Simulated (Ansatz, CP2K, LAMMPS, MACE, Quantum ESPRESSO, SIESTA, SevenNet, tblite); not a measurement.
**Running Li+ PF6- in diethyl carbonate and 1,3-dioxolane at 300 K (100 atoms) with SIESTA**

How do the settings of SIESTA change the result for Li+ PF6- in diethyl carbonate and 1,3-dioxolane at 300 K (100 atoms)? A plane-wave run serves as the yardstick.

Calculated with SIESTA 5.4.2; the method is named at each step.

## 1. Starting point

The cell holds 100 atoms: 21 C, 13 O, 42 H, 3 P, 18 F and 3 Li. Cell: a = 10.579 Å, b = 10.579 Å, c = 10.579 Å, α = 90.0°, β = 90.0°, γ = 90.0°. 3 diethyl carbonate, 2 1,3-dioxolane, 3 Li+, 3 PF6- placed at random, at 1.34 g/cm³; overlaps pushed apart, then 10 ps at 550 K with stiff harmonic cages for PF6 and BF4 with UFF radii; Joung-Cheatham ions (J. Phys. Chem. B 112, 9020 (2008)); MMFF94 bonds, angles, torsions, charges and radii (Halgren, J. Comput. Chem. 17, 490 (1996)) in harmonic and 12-6 forms; charges of ions scaled by 0.8. Snapshot after 30 ps at 300 K and fixed volume.

The yardstick, on the same geometry:

```
method                                           : Kohn-Sham DFT, PBE, SSSP efficiency 1.3.0 pseudopotentials, plane waves (Quantum ESPRESSO 7.5); sssp-pbe-1.3.0-efficiency, cutoffs 60/480 Ry, Γ point
r.m.s. force component                           : 0.9783 eV/Å
longest force                                    : 3.314 eV/Å
pressure                                         : 3.197 GPa
gap (highest filled to lowest empty level) : 4.968 eV
time                                             : 88 s on 4 MPI ranks of Arm Neoverse V2, shared host
CPU time                                         : 5.8 min
```

## 2. PBE, DZP, shift 0.01 Ry, mesh 500 Ry

Method: Kohn-Sham DFT, PBE, PseudoDojo 0.4.1 norm-conserving pseudopotentials (converted to PSML), numerical atomic orbitals (DZP), diagonalisation.

The .psml files are PseudoDojo norm-conserving potentials that we converted to this format, checked against plane waves on the same files for H, C, O, Si, Ge and Ca alone.

The input, input.fdf:

```
SystemLabel cell
NumberOfAtoms 100
NumberOfSpecies 6
%block ChemicalSpeciesLabel
  1 6 C
  2 8 O
  3 1 H
  4 15 P
  5 9 F
  6 3 Li
%endblock ChemicalSpeciesLabel
LatticeConstant 1.0 Ang
%block LatticeVectors
  10.57902 0.00000 0.00000
  0.00000 10.57902 0.00000
  0.00000 0.00000 10.57902
%endblock LatticeVectors
PAO.BasisSize DZP
PAO.EnergyShift 0.01 Ry
PAO.Polarization.NonPerturbative T
XC.Functional GGA
XC.Authors PBE
MeshCutoff 500 Ry
%block kgrid_Monkhorst_Pack
  1 0 0 0.0
  0 1 0 0.0
  0 0 1 0.0
%endblock kgrid_Monkhorst_Pack
SolutionMethod diagon
OccupationFunction FD
ElectronicTemperature 580 K
SCF.Mixer.Method Pulay
SCF.Mixer.Weight 0.15
SCF.Mixer.History 8
SCF.Mix Hamiltonian
MaxSCFIterations 300
SCF.DM.Tolerance 1e-04
SCF.H.Tolerance 1.0e-3 eV
WriteForces T
Write.HirshfeldPop T
Write.VoronoiPop T
Write.DM F
Write.H F
XML.Write F
AtomicCoordinatesFormat Fractional
%block AtomicCoordinatesAndAtomicSpecies
  0.10581 0.93968 0.11612 1
  0.11143 0.03579 0.01272 1
  0.19625 0.98735 0.91960 2
  0.21722 0.07381 0.83156 1
  0.16877 0.17966 0.82341 2
  0.30568 0.03671 0.74298 2
  0.31861 0.12813 0.64027 1
  0.38990 0.24514 0.68470 1
  0.04139 0.97140 0.19182 3
  0.07044 0.85582 0.07456 3
  0.20043 0.91166 0.14546 3
  0.15320 0.12748 0.04356 3
  0.01791 0.04536 0.96210 3
  0.37334 0.08353 0.56586 3
  0.22578 0.14684 0.59694 3
  0.45422 0.22833 0.76033 3
  0.31460 0.31356 0.70877 3
  0.43660 0.28632 0.60650 3
  0.70849 0.56713 0.86243 1
  0.83304 0.62535 0.82822 1
  0.84975 0.58342 0.70299 2
  0.92136 0.48085 0.68041 1
  0.96066 0.40968 0.76513 2
  0.93286 0.45311 0.55714 2
  0.02456 0.36206 0.52646 1
  0.12682 0.41978 0.44387 1
  0.62787 0.60633 0.81064 3
  0.69839 0.46082 0.84464 3
  0.67484 0.57599 0.96257 3
  0.90243 0.59058 0.89211 3
  0.82824 0.72380 0.83292 3
  0.07011 0.32186 0.60992 3
  0.96224 0.29614 0.46955 3
  0.18682 0.48567 0.49434 3
  0.08275 0.47425 0.36455 3
  0.18633 0.35013 0.41012 3
  0.58589 0.51947 0.43529 1
  0.58179 0.65684 0.47093 1
  0.49489 0.71760 0.38253 2
  0.41848 0.80163 0.44553 1
  0.41895 0.82662 0.55506 2
  0.32604 0.83398 0.36357 2
  0.21755 0.89514 0.40603 1
  0.10585 0.80473 0.40684 1
  0.50434 0.46699 0.45231 3
  0.60528 0.50936 0.33103 3
  0.66664 0.47153 0.49025 3
  0.67938 0.69391 0.45735 3
  0.55579 0.66103 0.57541 3
  0.23541 0.92804 0.50379 3
  0.20608 0.97930 0.34639 3
  0.12364 0.74903 0.32562 3
  0.02238 0.86626 0.38624 3
  0.09204 0.74914 0.49124 3
  0.58920 0.86844 0.13258 1
  0.48687 0.84070 0.03988 1
[... 40 atom lines left out ...]
  0.00023 0.22576 0.23507 5
  0.45762 0.87041 0.74658 6
  0.67424 0.13430 0.24939 6
  0.07172 0.32263 0.86448 6
%endblock AtomicCoordinatesAndAtomicSpecies
```

The run is started by

```console
> OMP_NUM_THREADS=1 mpirun -np 2 siesta < input.fdf > output.txt
```

Log:

```text
Version         : 5.4.2
reinit: System Name:
reinit: System Label: cell
initatom: Reading input for the pseudopotentials and atomic orbitals ----------
Species number:   1 Atomic number:    6 Label: C
Species number:   2 Atomic number:    8 Label: O
Species number:   3 Atomic number:    1 Label: H
Species number:   4 Atomic number:   15 Label: P
Species number:   5 Atomic number:    9 Label: F
Species number:   6 Atomic number:    3 Label: Li
Ground state valence configuration (from tables):   2s02  2p02  3d00  4f00
Ground state valence configuration (from tables):   2s02  2p04  3d00  4f00
Ground state valence configuration (from tables):   1s01  2p00  3d00  4f00
Ground state valence configuration (from tables):   3s02  3p03  3d00  4f00
Ground state valence configuration (from tables):   2s02  2p05  3d00  4f00
Ground state valence configuration (from tables):   2s01  2p00  3d00  4f00
---- Processing specs for species: C
GGA--PBE XC_GGA_X_PBE--XC_GGA_C_PBE pb
---- Processing specs for species: O
GGA--PBE XC_GGA_X_PBE--XC_GGA_C_PBE pb
---- Processing specs for species: H
GGA--PBE XC_GGA_X_PBE--XC_GGA_C_PBE pb
---- Processing specs for species: P
GGA--PBE XC_GGA_X_PBE--XC_GGA_C_PBE pb
---- Processing specs for species: F
GGA--PBE XC_GGA_X_PBE--XC_GGA_C_PBE pb
---- Processing specs for species: Li
GGA--PBE XC_GGA_X_PBE--XC_GGA_C_PBE pb
Semicore shell(s) with  2 electrons included in the valence for Li
Semicore shell(s): 1s
C pseudopotential only contains V_ls up to l=1 -- lmxkb reset.
O pseudopotential only contains V_ls up to l=2 -- lmxkb reset.
H pseudopotential only contains V_ls up to l=1 -- lmxkb reset.
P pseudopotential only contains V_ls up to l=2 -- lmxkb reset.
F pseudopotential only contains V_ls up to l=2 -- lmxkb reset.
Li pseudopotential only contains V_ls up to l=1 -- lmxkb reset.
Using PAO.SplitTailNorm
%block ChemicalSpeciesLabel
    1    6 C                       # Species index, atomic number, species label
[... lines left out ...]
Total number of electrons:   354.000000
[... lines left out ...]
Folding of H and S implicitly performed
Folding of H and S implicitly performed
new_DM -- step:     1
Initializing Density Matrix...
Attempting to read DM from file... Failed...
DM filled with atomic data:
InitMesh: MESH = 144 x 144 x 144 = 2985984
InitMesh: Mesh cutoff (required, used) =   500.000   512.078 Ry
stepf: Fermi-Dirac step function
        iscf     Eharris(eV)        E_KS(eV)     FreeEng(eV)     dDmax    Ef(eV) dHmax(eV)
   scf:    1   -23102.800436   -23146.377594   -23146.377594  1.937854 -5.514769  7.590135
   scf:    2   -23172.158409   -23160.240390   -23160.240390  0.066167 -5.524460  5.082875
   scf:    3   -23172.570605   -23169.718053   -23169.718053  0.120329 -5.611351  2.147643
[...]
scf:   12   -23170.517716   -23170.517713   -23170.517713  0.000156 -5.595420  0.000598
   scf:   13   -23170.517713   -23170.517713   -23170.517713  0.000018 -5.595488  0.000347
SCF Convergence by DM+H criterion
max |DM_out - DM_in|         :     0.0000176016
max |H_out - H_in|      (eV) :     0.0003467289
SCF cycle converged after 13 iterations
Using DM_out to compute the final energy and forces
siesta: E_KS(eV) =           -23170.5177
siesta: E_KS - E_eggbox =    -23170.5177
siesta: Atomic forces (eV/Ang):
     1   -0.119347    0.702534    0.072126
     2   -1.283461    0.704696    0.962882
     3    1.527377   -1.033925   -1.129451
[...]
99    0.696106   -0.054329    0.150666
   100   -0.131706    0.100766    0.263265
----------------------------------------
   Tot   -0.027160    0.026259    0.013982
----------------------------------------
   Max    5.303015
   Res    1.286917    sqrt( Sum f_i^2 / 3N )
----------------------------------------
   Max    5.303015    constrained
Stress tensor Voigt[x,y,z,yz,xz,xy] (kbar):      -56.94      -89.12      -55.12       -0.41       10.59       -1.54
(Free)E + p*V (eV/cell)   -23120.9632
Target enthalpy (eV/cell)   -23170.5177
siesta: Program's energy decomposition (eV):
siesta: Ebs     =     -5545.985163
siesta: Eions   =     37076.454439
siesta: Ena     =      7287.988793
siesta: Ekin    =     15635.653339
siesta: Enl     =     -2756.698758
siesta: DEna    =      -138.321341
siesta: DUscf   =        30.174406
siesta: Ex      =     -5743.971218
siesta: Ec      =      -408.888495
siesta: Exc     =     -6152.859712
siesta: Eharris =    -23170.517713
siesta: Etot    =    -23170.517713
siesta: FreeEng =    -23170.517713
siesta: Final energy (eV):
siesta:  Band Struct. =   -5545.985163
siesta:       Kinetic =   15635.653339
siesta:       Hartree =   15058.127231
siesta:         Exch. =   -5743.971218
siesta:         Corr. =    -408.888495
siesta:   Exch.-corr. =   -6152.859712
siesta:  Ion-electron =  -44350.823566
siesta:       Ion-ion =   -3360.615004
siesta:         Total =  -23170.517713
siesta:         Fermi =      -5.595488
siesta: Stress tensor (static) (eV/Ang**3):
siesta:    -0.035542   -0.000964    0.006607
siesta:    -0.000963   -0.055622   -0.000257
siesta:     0.006607   -0.000257   -0.034400
siesta: Cell volume =       1183.958049 Ang**3
siesta: Pressure (static):
siesta:                Solid            Molecule  Units
siesta:           0.00045586          0.00030257  Ry/Bohr**3
siesta:           0.04185493          0.02778025  eV/Ang**3
siesta:          67.05898897         44.50886074  kBar
    Orbital volume contribution        =          29.328994 eV
    (Free)E + p_basis*V_orbitals       =      -23141.188720 eV
    (Free)Eharris+ p_basis*V_orbitals  =      -23141.188720 eV
Hirshfeld Atomic Populations:
Atom #   charge [q] valence [e]  Species
     1    -0.079229    4.079229  C
     2     0.033274    3.966726  C
     3    -0.019927    6.019927  O
     4     0.254341    3.745659  C
     5    -0.174911    6.174911  O
     6    -0.029779    6.029779  O
[...]
9     0.038653    0.961347  H
    10     0.024633    0.975367  H
    11     0.023734    0.976266  H
[...]
77     0.413419    4.586581  P
    78    -0.109013    7.109013  F
    79    -0.147398    7.147398  F
    80    -0.175927    7.175927  F
[...]
84     0.393275    4.606725  P
[...]
91     0.415252    4.584748  P
[...]
98     0.123859    2.876141  Li
    99     0.088343    2.911657  Li
   100     0.125100    2.874900  Li
--------------------
 Total     0.000033
Voronoi Atomic Populations:
Atom #   charge [q] valence [e]  Species
[...]
67     0.051669    3.948331  C
    68    -0.078240    6.078240  O
    69     0.135232    3.864768  C
    70    -0.089847    6.089847  O
[...]
75     0.023884    0.976116  H
    76     0.003176    0.996824  H
    77     0.502449    4.497551  P
[...]
84     0.486683    4.513317  P
[...]
91     0.492220    4.507780  P
[...]
96    -0.169809    7.169809  F
    97    -0.148480    7.148480  F
    98     0.066150    2.933850  Li
    99     0.026669    2.973331  Li
   100     0.045184    2.954816  Li
--------------------
 Total     0.000033
```

It took 91 s on 2 MPI ranks of Arm Neoverse V2, shared host; peak memory 1.7 GiB; 3 min of CPU time.

Banners, paths, timers and routine set-up lines are dropped from the logs unmarked, and long logs keep their key lines alone; longer cuts are marked.

Against the reference:

* r.m.s. force component: 1.287 eV/Å
* r.m.s. difference of force components: 547.6 meV/Å
* longest difference of force vectors: 2545 meV/Å
* force difference over r.m.s. force: 55.98 %
* slope of forces against the reference's: 1.208
* correlation of force components: 0.9187
* gap (highest filled to lowest empty level): 4.749 eV
* gap difference: -0.2187 eV
* pressure: 6.706 GPa
* pressure difference: 3.509 GPa

This run lies far from the reference in forces at the same functional.

Length of the force difference by element (eV/Å):

| element | atoms | mean | most |
| --- | --- | --- | --- |
| C | 21 | 0.61 | 1.2 |
| F | 18 | 1.4 | 2.3 |
| H | 42 | 0.58 | 0.80 |
| Li | 3 | 0.098 | 0.18 |
| O | 13 | 1.4 | 2.5 |
| P | 3 | 0.30 | 0.56 |

Levels nearest the highest filled one (eV from it): -1.44, -1.34, -1.31, -1.23, -1.14, -0.98, -0.96, -0.93, -0.75, -0.68, -0.53, 0.00, 4.75, 5.13, 5.22, 5.59, 6.22, 6.36, 6.45, 6.55, 6.67, 6.72, 6.81, 6.85.

Local excerpt of 9 atoms (numbers count through the whole input) about F90, which bears the longest force; x, y, z are measured from there.

| atom | x | y | z | distance (Å) | Hirshfeld charge (e) | Fx | Fy | Fz (eV/Å) |
| --- | --- | --- | --- | --- | --- | --- | --- | --- |
| F90 | 0.00 | 0.00 | 0.00 | 0.00 | -0.09 | -1.23 | 5.30 | 0.39 |
| P84 | 0.30 | -1.50 | 0.00 | 1.53 | 0.39 | 2.11 | -2.56 | -0.55 |
| F86 | -0.92 | -1.77 | -1.03 | 2.25 | -0.14 | -2.69 | -0.11 | -1.85 |
| F88 | 1.25 | -1.31 | -1.35 | 2.26 | -0.16 | 1.26 | 1.41 | -1.73 |
| F89 | 1.56 | -1.34 | 1.01 | 2.29 | -0.16 | 0.83 | 0.65 | 0.95 |
| F85 | -0.73 | -1.80 | 1.24 | 2.31 | -0.11 | -0.90 | -0.50 | 1.54 |
| H18 | -2.45 | 0.88 | 0.66 | 2.68 | 0.03 | 1.35 | 0.72 | -1.50 |
| H47 | -0.01 | 2.84 | -0.57 | 2.90 | 0.03 | -0.66 | 0.35 | -0.71 |
| F87 | 0.70 | -3.02 | -0.19 | 3.10 | -0.15 | 0.20 | -4.28 | 0.77 |

Forces lie 56 % from the reference's, at 0.52 times its CPU time (on 2 against 4 cores).

## 3. PBE, SZP, shift 0.01 Ry, mesh 500 Ry

Method: Kohn-Sham DFT, PBE, PseudoDojo 0.4.1 norm-conserving pseudopotentials (converted to PSML), numerical atomic orbitals (SZP), diagonalisation.

input.fdf: that of step 2 with these lines changed.

```diff
@@ -17,3 +17,3 @@
 %endblock LatticeVectors
-PAO.BasisSize DZP
+PAO.BasisSize SZP
 PAO.EnergyShift 0.01 Ry
```

Log:

```text
Version         : 5.4.2
reinit: System Name:
reinit: System Label: cell
initatom: Reading input for the pseudopotentials and atomic orbitals ----------
Species number:   1 Atomic number:    6 Label: C
Species number:   2 Atomic number:    8 Label: O
Species number:   3 Atomic number:    1 Label: H
Species number:   4 Atomic number:   15 Label: P
Species number:   5 Atomic number:    9 Label: F
Species number:   6 Atomic number:    3 Label: Li
Ground state valence configuration (from tables):   2s02  2p02  3d00  4f00
Ground state valence configuration (from tables):   2s02  2p04  3d00  4f00
Ground state valence configuration (from tables):   1s01  2p00  3d00  4f00
Ground state valence configuration (from tables):   3s02  3p03  3d00  4f00
[... lines left out ...]
        iscf     Eharris(eV)        E_KS(eV)     FreeEng(eV)     dDmax    Ef(eV) dHmax(eV)
[... lines left out ...]
SCF Convergence by DM+H criterion
[... lines left out ...]
SCF cycle converged after 13 iterations
[... lines left out ...]
   Max    8.343029
[... lines left out ...]
   Max    8.343029    constrained
Stress tensor Voigt[x,y,z,yz,xz,xy] (kbar):      -69.96     -110.10      -75.72        1.81        6.93        2.68
[... lines left out ...]
siesta: FreeEng =    -23128.544743
[... lines left out ...]
siesta:         Fermi =      -3.682088
[... lines left out ...]
siesta: Pressure (static):
siesta:                Solid            Molecule  Units
siesta:           0.00057959          0.00034360  Ry/Bohr**3
siesta:           0.05321578          0.03154825  eV/Ang**3
siesta:          85.26108022         50.54586326  kBar
    Orbital volume contribution        =          24.939264 eV
    (Free)E + p_basis*V_orbitals       =      -23103.605479 eV
    (Free)Eharris+ p_basis*V_orbitals  =      -23103.605479 eV
Hirshfeld Atomic Populations:
Atom #   charge [q] valence [e]  Species
     1    -0.082626    4.082626  C
     2     0.034303    3.965697  C
     3    -0.025710    6.025710  O
     4     0.245111    3.754889  C
     5    -0.175818    6.175818  O
     6    -0.035308    6.035308  O
[...]
9     0.041004    0.958996  H
    10     0.024688    0.975312  H
    11     0.024826    0.975174  H
[...]
77     0.479997    4.520003  P
    78    -0.126108    7.126108  F
    79    -0.153905    7.153905  F
    80    -0.179550    7.179550  F
[...]
84     0.465790    4.534210  P
[...]
91     0.483703    4.516297  P
[...]
98     0.120935    2.879065  Li
    99     0.086435    2.913565  Li
   100     0.122082    2.877918  Li
--------------------
 Total     0.000019
Voronoi Atomic Populations:
Atom #   charge [q] valence [e]  Species
[...]
67     0.064734    3.935266  C
    68    -0.085318    6.085318  O
    69     0.142318    3.857682  C
    70    -0.093626    6.093626  O
[...]
75     0.019080    0.980920  H
    76     0.001676    0.998324  H
    77     0.634946    4.365054  P
[...]
84     0.622100    4.377900  P
[...]
91     0.624605    4.375395  P
[...]
96    -0.184775    7.184775  F
    97    -0.168193    7.168193  F
    98     0.073191    2.926809  Li
    99     0.035055    2.964945  Li
   100     0.054837    2.945163  Li
--------------------
 Total     0.000019
```

The job ended after 77 s (2 MPI ranks; peak memory 1.5 GiB).

Compared with the plane-wave run:

- r.m.s. force component: 1.803 eV/Å
- r.m.s. difference of force components: 1230 meV/Å
- longest difference of force vectors: 6029 meV/Å
- force difference over r.m.s. force: 125.8 %
- slope of forces against the reference's: 1.407
- correlation of force components: 0.7633
- gap (highest filled to lowest empty level): 4.661 eV
- gap difference: -0.3071 eV
- pressure: 8.526 GPa
- pressure difference: 5.329 GPa

This is a coarse setting, run to see what it loses.

Against the first run (56 %), the force difference from the reference is 126 %, at 0.84 times the CPU time, with 678 basis functions against 943: the smaller basis costs accuracy.

(Part 1 of 2 ends here.)

[Also dropped from logs without a mark: logging warnings of Python, and SIESTA's first energy breakdown and zero terms.]

[Logs are printed without paths, hosts, clocks, repeated set-up lines and the standing remarks that a program may print on its own settings, such as how far it seeks lower states.]

[Hosts, paths, dates, database ids (printed as entryN), source tags and the programs' standing remarks are cut or masked in the printed files.]

[The MMFF94 radii named for the starting cell were scaled by 0.96; in molecules described by MMFF94, hydrogen bound to N, O or S took a small fixed 12-6 site in their place.]
